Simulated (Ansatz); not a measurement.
**A convergence test on SrWO4 (I4_1/a): k mesh of the density**

Wanted: the cheapest k mesh of the density that holds the LDA gap of SrWO4 (I4_1/a).

Program: Ansatz 0.2.0. Level of theory: DFT, LDA, plane waves, PAW. Values are calculated unless marked as measured.

## Step 1: Starting point

Symmetry: I4_1/a, No. 88, tetragonal system. Conventional cell: a = 5.440 Å, b = 5.440 Å, c = 11.940 Å, α = 90.00°, β = 90.00°, γ = 90.00°. Sr has 8 O at 2.58 to 2.62 Å nearest. Nearest to W lie 4 O at 1.80 Å. Nearest to O lie 1 W at 1.80 Å and 2 Sr at 2.58 to 2.62 Å. Farther neighbours, and contacts between anions beyond the nearest, are not listed.

Coordinates:

```cif
data_structure
_symmetry_space_group_name_H-M 'I4_1/a:1'
_symmetry_Int_Tables_number 88
_cell_length_a 5.4402
_cell_length_b 5.4402
_cell_length_c 11.9399
_cell_angle_alpha 90.000
_cell_angle_beta 90.000
_cell_angle_gamma 90.000
_cell_volume 353.37
loop_
_atom_site_label
_atom_site_type_symbol
_atom_site_symmetry_multiplicity
_atom_site_Wyckoff_symbol
_atom_site_fract_x
_atom_site_fract_y
_atom_site_fract_z
_atom_site_occupancy
Sr1 Sr 4 a 0.00000 0.50000 0.25000 1
W1 W 4 b 0.50000 0.00000 0.25000 1
O1 O 16 f 0.73556 0.35783 0.08301 1
```

The cell and positions are those that the Materials Project relaxed with its own functionals (PBE, PBE+U or r2SCAN), kept fixed. The default PAW set here is soft_2. Its files were made with PBE.

## Step 2: k mesh of the density: 2×2×2

input.yaml

```yaml
crystal:
  lattice:
    - [-2.7201121709, 2.7201121709, 5.9699255756]
    - [2.7201121709, -2.7201121709, 5.9699255756]
    - [2.7201121709, 2.7201121709, -5.9699255756]
  atoms:
    - { symbol: Sr, position: [0.75, 0.25, 0.5] }
    - { symbol: Sr, position: [0.0, 0.0, 0.0] }
    - { symbol: W, position: [0.25, 0.75, 0.5] }
    - { symbol: W, position: [0.5, 0.5, 0.0] }
    - { symbol: O, position: [0.44084291, 0.81857378, 0.09339807] }
    - { symbol: O, position: [0.56857378, 0.97517571, 0.87773087] }
    - { symbol: O, position: [0.09744484, 0.69084291, 0.12226913] }
    - { symbol: O, position: [0.72517571, 0.34744484, 0.90660193] }
    - { symbol: O, position: [0.02482429, 0.90255516, 0.59339807] }
    - { symbol: O, position: [0.65255516, 0.55915709, 0.37773087] }
    - { symbol: O, position: [0.18142622, 0.27482429, 0.62226913] }
    - { symbol: O, position: [0.30915709, 0.43142622, 0.40660193] }
kpoints:
  mp_grid: { grid: [2, 2, 2] }
  band_path:
    path:
      - [0.0, 0.0, 0.0]
      - [0.0, 0.0, 0.5]
      - [0.25, 0.25, 0.25]
      - [0.0, 0.5, 0.0]
      - [0.5, 0.5, -0.5]
      - [0.30190101, 0.69809899, -0.30190101]
      - [-0.30190101, 0.30190101, 0.30190101]
      - [-0.10380202, 0.10380202, 0.5]
    npoints: 1
hamiltonian:
  xc: lda
scf:
  occupations: { method: fixed }
  n_extra_bands: 8
output:
  eigenvalues: true
```

Run with:

```
$ ansatz run input.yaml --threads 3 --pin off --max-ram 92160MiB --backend cuda --events-out ev --progress --plain --runs-dir out --devices 1 --max-vram 13GiB
```

Output:

```text
scf.n_extra_bands = 8 over 48 filled bands (N_el = 96.0): the run solves 56 bands
GPUs: using 1 of 1 available (devices: 1).
Engine: ansatz 0.2.0, x86_64-unknown-linux-gnu
Pseudopotentials: kind: paw
Pseudopotential: Sr, paw, valence charge 10, recommended cutoff 420 eV (normal), Sr.paw.azcp
Pseudopotential: W, paw, valence charge 14, recommended cutoff 420 eV (normal), W.paw.azcp
Pseudopotential: O, paw, valence charge 6, recommended cutoff 420 eV (normal), O.paw.azcp
Functional definition: SPW92
  exchange = slater_x
  correlation = pw_c
concurrent solve slots: 2 of 3 are kept, ahead of what memory takes: no pass of the eigensolver takes more rounds on 2
device memory: the entry about to start is reckoned to put 3.8 GiB on a device that reports 37.3 GiB free (of which the cap on the GPU budget leaves the run 13.0 GiB)
GPU FFT provider: cuFFT
GPU libraries: cuBLAS 13.8.2, cuFFT 12.4.0, cuSOLVER 12.3.4
Crystal: 12 atoms, lattice volume = 176.686 Å³
Basis set: ecut = 420 eV, 3435 PW (Γ)
Bands: 56, of which v1, the nominal top of the filled ones, is band 48 counted from 1 (47 counted from 0)
Symmetry: 8 space group operations
Space group: I41/a (ITA 88), of the structure as read, at distance tolerance 5.6e-5 Å
k-points: 4 of 8
Non-local potential: Sr, projectors of the file, l = 0: 3, l = 1: 2, l = 2: 2
Non-local potential: W, projectors of the file, l = 0: 3, l = 1: 2, l = 2: 2, l = 3: 1
Non-local potential: O, projectors of the file, l = 0: 2, l = 1: 2, l = 2: 1
PAW form: soft (Blöchl's): semilocal exchange-correlation on the pseudo side does not see the compensation charge
PAW frozen core: Sr, regenerated for the run's functional, and the local potential with it (the file was generated under x = pbe(κ = 0.804, μ = 0.219515), c = pbe(β = 0.066725))
PAW frozen core: W, regenerated for the run's functional, and the local potential with it (the file was generated under x = pbe(κ = 0.804, μ = 0.219515), c = pbe(β = 0.066725))
PAW frozen core: O, regenerated for the run's functional, and the local potential with it (the file was generated under x = pbe(κ = 0.804, μ = 0.219515), c = pbe(β = 0.066725))
PAW one-centre angular grid: Sr, 110 points (default); XC on 64 Gauss nodes
PAW one-centre angular grid: W, 590 points (default); XC on 64 Gauss nodes
PAW one-centre angular grid: O, 110 points (default); XC on 64 Gauss nodes
Initial density: superposition of atomic densities (neutral atoms: chi_scale 0, normalization atom), corrected by the library's trained network
Initial wavefunctions: pseudopotential atomic-orbital guess
GPU buffer pool allocated for 110592 grid points (all kernels)
GPU transforms: local potential and band sums: pruned to the plane-wave sphere, on 48×48×48
Functional: x = slater, c = lda
SCF iter   1: F=—  HF=-31602.610203 eV  |F-HF|=—  |Δ(HF+E_count)|=         —  Δρ=1.77e-2  dr2=5.35e-1  ethr=1.77e-3  ⟨swp⟩=5.0  Hψ=867  notcnv=0  defer=20
preconditioner: auto → Resta (q_TF=auto, 2.465 Å⁻¹)  ε∞=4.9  [insulator: Δε(μ)=4.120 eV  Ē_g=12.254 eV  n_scr=36 (ndim 8)  ℏωp=24.4 eV  f_vac=0.051  ε∞_Penn≈4.9]
SCF iter   2: F=—  HF=-31602.510227 eV  |F-HF|=—  |Δ(HF+E_count)|=   1.00e-1  Δρ=7.17e-3  dr2=8.74e-2  ethr=5.57e-4  ⟨swp⟩=2.2  Hψ=408  notcnv=0  defer=21
SCF iter   3: F=—  HF=-31602.493669 eV  |F-HF|=—  |Δ(HF+E_count)|=   1.66e-2  Δρ=2.40e-3  dr2=9.31e-3  ethr=9.10e-5  ⟨swp⟩=2.0  Hψ=311  notcnv=0  defer=24
SCF iter   4: F=—  HF=-31602.491093 eV  |F-HF|=—  |Δ(HF+E_count)|=   2.58e-3  Δρ=3.90e-4  dr2=2.90e-4  ethr=9.70e-6  ⟨swp⟩=3.0  Hψ=320  notcnv=0  defer=24
SCF iter   5: F=—  HF=-31602.491038 eV  |F-HF|=—  |Δ(HF+E_count)|=   5.45e-5  Δρ=7.98e-5  dr2=1.66e-5  ethr=3.02e-7  ⟨swp⟩=2.5  Hψ=362  notcnv=0  defer=24
SCF iter   6: F=—  HF=-31602.491437 eV  |F-HF|=—  |Δ(HF+E_count)|=   3.99e-4  Δρ=2.35e-5  dr2=1.01e-6  ethr=1.73e-8  ⟨swp⟩=2.2  Hψ=342  notcnv=0  defer=18
SCF iter   7: F=-31602.491437 eV  HF=-31602.491437 eV  |F-HF|=1.18e-8  |Δ(HF+E_count)|=   1.75e-7  Δρ=4.72e-6  dr2=4.78e-8  ethr=1.04e-10  ⟨swp⟩=12.2  Hψ=1055  notcnv=0
SCF 1 converged in 7 iterations: F = -31602.491437 eV  dr2 = 4.78e-8
[...]
device memory: the entry about to start is reckoned to put 3.8 GiB on a device that reports 37.2 GiB free (of which the cap on the GPU budget leaves the run 13.0 GiB)
NSCF: frozen V_eff on 8 k-points
SCF converged after 7 iterations
Free energy (F): -31602.491437 eV
Harris-Foulkes:  -31602.491437 eV  (|F-HF|=1.18e-8)
Internal energy: -31602.491437 eV  (E = F + TS)
E sigma→0 (E₀):  -31602.491437 eV
Fermi energy:    6.167030 eV
--- Per-component energies (eV) ---
  E_band       = -797.054806
  E_kinetic    = 2770.763762
  E_local      = -6775.923779  (includes V_loc(G=0)·N_el)
  E_nonlocal   = 822.086280
  E_hartree    = 2281.421495
  E_xc         = -1446.639489
  E_vxc        = -1538.501915  (∫ρ·V_xc dr)
  E_paw        = -22988.219246  (= ΣΔE_a)
  E_vpaw       = -638.344717  (= ΣTr[D̂ρ^β])
  E_aug_tail   = 0.019861  (compensation charges beyond the density's cutoff)
  E_ewald      = -6267.930270
  E_core_change = 1.929949  (= ΣΔE_core)
  E_smearing   = -0.000000  (= −TS)
  E_closure    = -0.000000  (closes the sum)
  Σ components = -31602.491437   (vs F -31602.491437, Δ=0.00e0)
--- Band table (eV) ---
  k-point 0: bands = [... 44 lower, 5.4403, 5.8557, 6.1670, 6.1670, 10.5024, 10.8717, 11.1027, 11.1868, ... 4 higher]
  k-point 1: bands = [... 44 lower, 5.7381, 5.7381, 5.7934, 5.7934, 10.7188, 10.7188, 11.1986, 11.1986, ... 4 higher]
  k-point 2: bands = [... 44 lower, 5.6514, 5.6969, 5.9167, 5.9768, 10.8471, 10.9452, 10.9872, 11.1602, ... 4 higher]
  k-point 3: bands = [... 44 lower, 5.8248, 5.8248, 6.0864, 6.0864, 10.6080, 10.6080, 10.8963, 10.8963, ... 4 higher]
```

Run time: 6.6 s. Hardware: 1 × NVIDIA H100 80GB HBM3 (shared by 6 runs) with 3 threads of AMD EPYC 7R13 (Zen 3), shared host; peak memory 0.9 GiB; 8.4 s of CPU time.

This step gave:

```yaml
gap: 4.335 eV
valence_top_at: Γ
conduction_bottom_at: Γ
least_direct_gap: 4.335 eV
```

The gap is direct, at Γ.

## Step 3: k mesh of the density: 4×4×4

Changes to input.yaml since step 2:

```diff
@@ -19,3 +19,3 @@
 kpoints:
-  mp_grid: { grid: [2, 2, 2] }
+  mp_grid: { grid: [4, 4, 4] }
   band_path:
```

Output:

```text
[...]
GPUs: using 1 of 1 available (devices: 1).
[...]
GPU FFT provider: cuFFT
GPU libraries: cuBLAS 13.8.2, cuFFT 12.4.0, cuSOLVER 12.3.4
Crystal: 12 atoms, lattice volume = 176.686 Å³
Basis set: ecut = 420 eV, 3435 PW (Γ)
Bands: 56, of which v1, the nominal top of the filled ones, is band 48 counted from 1 (47 counted from 0)
[... 1 set-up line as in the run before ...]
[...]
k-points: 14 of 64
[...]
--- Band table (eV; the first three rows and the last of 14) ---
  k-point 0: bands = [... 44 lower, 5.4406, 5.8559, 6.1672, 6.1672, 10.5025, 10.8718, 11.1029, 11.1868, ... 4 higher]
  k-point 1: bands = [... 44 lower, 5.7306, 5.7515, 5.7754, 6.0366, 10.6754, 10.9713, 11.0047, 11.2848, ... 4 higher]
  k-point 2: bands = [... 44 lower, 5.7384, 5.7384, 5.7937, 5.7937, 10.7190, 10.7190, 11.1987, 11.1987, ... 4 higher]
  k-point 13: bands = [... 44 lower, 5.8252, 5.8252, 6.0866, 6.0866, 10.6081, 10.6081, 10.8963, 10.8963, ... 4 higher]
[key lines of the parts left out:]
SCF converged after 7 iterations
Free energy (F): -31602.491921 eV
Fermi energy:    6.167227 eV
```

The job ended after 12 s (1 × NVIDIA H100 80GB HBM3 (shared by 6 runs) with 3 threads; peak memory 0.9 GiB).

Read from the output:

| Item | Value |
| --- | --- |
| gap | 4.335 eV |
| valence top at | Γ |
| conduction bottom at | Γ |
| least direct gap | 4.335 eV |

The gap is 4.335 eV, as in the run before at this level.

## Step 4: k mesh of the density: 6×6×6 (the default)

input.yaml, the sections that differ from step 3:

```yaml
kpoints:
  mp_grid: { grid: [6, 6, 6] }
  band_path:
    path:
      - [[0.0, 0.0, 0.0], [0.0, 0.0, 0.5], [0.25, 0.25, 0.25], [0.0, 0.5, 0.0], [0.0, 0.0, 0.0], [0.5, 0.5, -0.5], [0.30190101, 0.69809899, -0.30190101]]
      - [[-0.30190101, 0.30190101, 0.30190101], [0.0, 0.0, 0.0]]
      - [[0.0, 0.0, 0.5], [-0.10380202, 0.10380202, 0.5]]
      - [[0.5, 0.5, -0.10380202], [0.5, 0.5, -0.5]]
    npoints: 10
scf:
  occupations: { method: fermi_dirac, width: 0.02 }
  n_extra_bands: 8
output:
  eigenvalues: true
  write_density: true
  write_potential: true
  elf: true
  volumetric_format: npy
# crystal, hamiltonian: as in step 3
```

Output:

```text
[...]
GPUs: using 1 of 1 available (devices: 1).
[...]
GPU FFT provider: cuFFT
GPU libraries: cuBLAS 13.8.2, cuFFT 12.4.0, cuSOLVER 12.3.4
Crystal: 12 atoms, lattice volume = 176.686 Å³
Basis set: ecut = 420 eV, 3435 PW (Γ)
Bands: 56, of which v1, the nominal top of the filled ones, is band 48 counted from 1 (47 counted from 0)
[... 1 set-up line as in the run before ...]
[...]
k-points: 36 of 216
[...]
--- Band table (eV; the first three rows and the last of 36) ---
  k-point 0: bands = [... 44 lower, 5.4406, 5.8559, 6.1672, 6.1672, 10.5025, 10.8718, 11.1029, 11.1868, ... 4 higher]
  k-point 1: bands = [... 44 lower, 5.6002, 5.8211, 5.9516, 6.1022, 10.6094, 10.9330, 11.0595, 11.2600, ... 4 higher]
  k-point 2: bands = [... 44 lower, 5.5433, 5.7154, 5.8397, 5.9559, 10.7058, 10.8641, 11.0825, 11.2661, ... 4 higher]
  k-point 35: bands = [... 44 lower, 5.8252, 5.8252, 6.0866, 6.0866, 10.6081, 10.6081, 10.8963, 10.8963, ... 4 higher]
[key lines of the parts left out:]
SCF converged after 7 iterations
Free energy (F): -31602.491473 eV
Fermi energy:    8.343168 eV
```

It took 25 s on 1 × NVIDIA H100 80GB HBM3 (shared by 6 runs) with 3 threads; peak memory 1 GiB.

Read from the output:

```
gap                  : 4.335 eV
valence top at       : Γ
conduction bottom at : Γ
least direct gap     : 4.335 eV
```

The gap is 4.335 eV, as in the run before at this level.

## Step 5: k mesh of the density: 10×10×10

input.yaml, the sections that differ from step 4:

```yaml
kpoints:
  mp_grid: { grid: [10, 10, 10] }
  band_path:
    path:
      - [0.0, 0.0, 0.0]
      - [0.0, 0.0, 0.5]
      - [0.25, 0.25, 0.25]
      - [0.0, 0.5, 0.0]
      - [0.5, 0.5, -0.5]
      - [0.30190101, 0.69809899, -0.30190101]
      - [-0.30190101, 0.30190101, 0.30190101]
      - [-0.10380202, 0.10380202, 0.5]
    npoints: 1
scf:
  occupations: { method: fixed }
  n_extra_bands: 8
output:
  eigenvalues: true
# crystal, hamiltonian: as in step 4
```

Output:

```text
[...]
GPUs: using 1 of 1 available (devices: 1).
[...]
GPU FFT provider: cuFFT
GPU libraries: cuBLAS 13.8.2, cuFFT 12.4.0, cuSOLVER 12.3.4
Crystal: 12 atoms, lattice volume = 176.686 Å³
Basis set: ecut = 420 eV, 3435 PW (Γ)
Bands: 56, of which v1, the nominal top of the filled ones, is band 48 counted from 1 (47 counted from 0)
[... 1 set-up line as in the run before ...]
[...]
k-points: 144 of 1000
[...]
--- Band table (eV; the first three rows and the last of 144) ---
  k-point 0: bands = [... 44 lower, 5.4406, 5.8559, 6.1672, 6.1672, 10.5025, 10.8718, 11.1029, 11.1868, ... 4 higher]
  k-point 1: bands = [... 44 lower, 5.4897, 5.8447, 6.0844, 6.1423, 10.5488, 10.8933, 11.0967, 11.2201, ... 4 higher]
  k-point 2: bands = [... 44 lower, 5.6649, 5.8006, 5.8715, 6.0775, 10.6389, 10.9596, 11.0286, 11.2752, ... 4 higher]
  k-point 143: bands = [... 44 lower, 5.8252, 5.8252, 6.0866, 6.0866, 10.6081, 10.6081, 10.8963, 10.8963, ... 4 higher]
[key lines of the parts left out:]
SCF converged after 7 iterations
Free energy (F): -31602.491808 eV
Fermi energy:    6.167217 eV
```

Run time: 48 s. Hardware: 1 × NVIDIA H100 80GB HBM3 (shared by 6 runs) with 3 threads; peak memory 0.96 GiB.

Read from the output:

- gap: 4.335 eV
- valence top at: Γ
- conduction bottom at: Γ
- least direct gap: 4.335 eV

The gap is 4.335 eV, as in the run before at this level.

## Step 6: The series

Differences are against the last row; a negative gap means that bands overlap, and a run with a band path holds that path's time. Times are wall times on 1 × NVIDIA H100 80GB HBM3 (shared by 6 runs) with 3 threads of AMD EPYC 7R13 (Zen 3), shared host, good to a factor of about two.

```csv
k mesh of the density,gap (eV),direct gap (eV),gap error (eV),energy error (meV/atom),irreducible k,time
2×2×2,4.335,4.335,+0.0001,+0.0,4,6.6 s
4×4×4,4.335,4.335,+0.000,+0.0,14,12 s
6×6×6,4.335,4.335,+0.000,+0.0,36,25 s
10×10×10,4.335,4.335,+0.000,+0.0,144,48 s
```

## Step 7: Summary of results

| Item | Value |
| --- | --- |
| 2×2×2 | 4.335 eV |
| 4×4×4 | 4.335 eV |
| 6×6×6 | 4.335 eV |
| 10×10×10 | 4.335 eV |

**Reading.** The gap holds to 0.02 eV from 2×2×2 on, the cheapest setting tried. At 2×2×2 the gap is off by +0.0001 eV and the energy by +0 meV/atom. The gap is read over the mesh and added points near the edges, so meshes differ mainly through the density and, for a hybrid, the exchange operator.

[Long decimals in the printed logs are rounded to 6 places.]

[Logs are printed without paths, hosts, clocks, repeated set-up lines and the standing remarks that a program may print on its own settings, such as how far it seeks lower states.]

[Paths, hosts, dates, memory and timing lines, banners, echoed tables and standing remarks are left out of the program output; an Ansatz launch command may be rebuilt from the run's recorded settings. Measured values are a selection of at most five: reports struck by readers or far from the other reports are left out. None is set beside runs whose start may be inverted or whose files or cutoffs have a known fault.]

[Runs of the session that timed out or met a known fault of the program may be left out.]

[Cells called generated may have been cut or substituted from an entry of the Crystallography Open Database or the Materials Project.]

[Hosts, paths, dates, database ids (printed as entryN), source tags and the programs' standing remarks are cut or masked in the printed files.]

[Where the starting crystal was built by hand or by swapping elements, it need not be the compound's stable phase.]
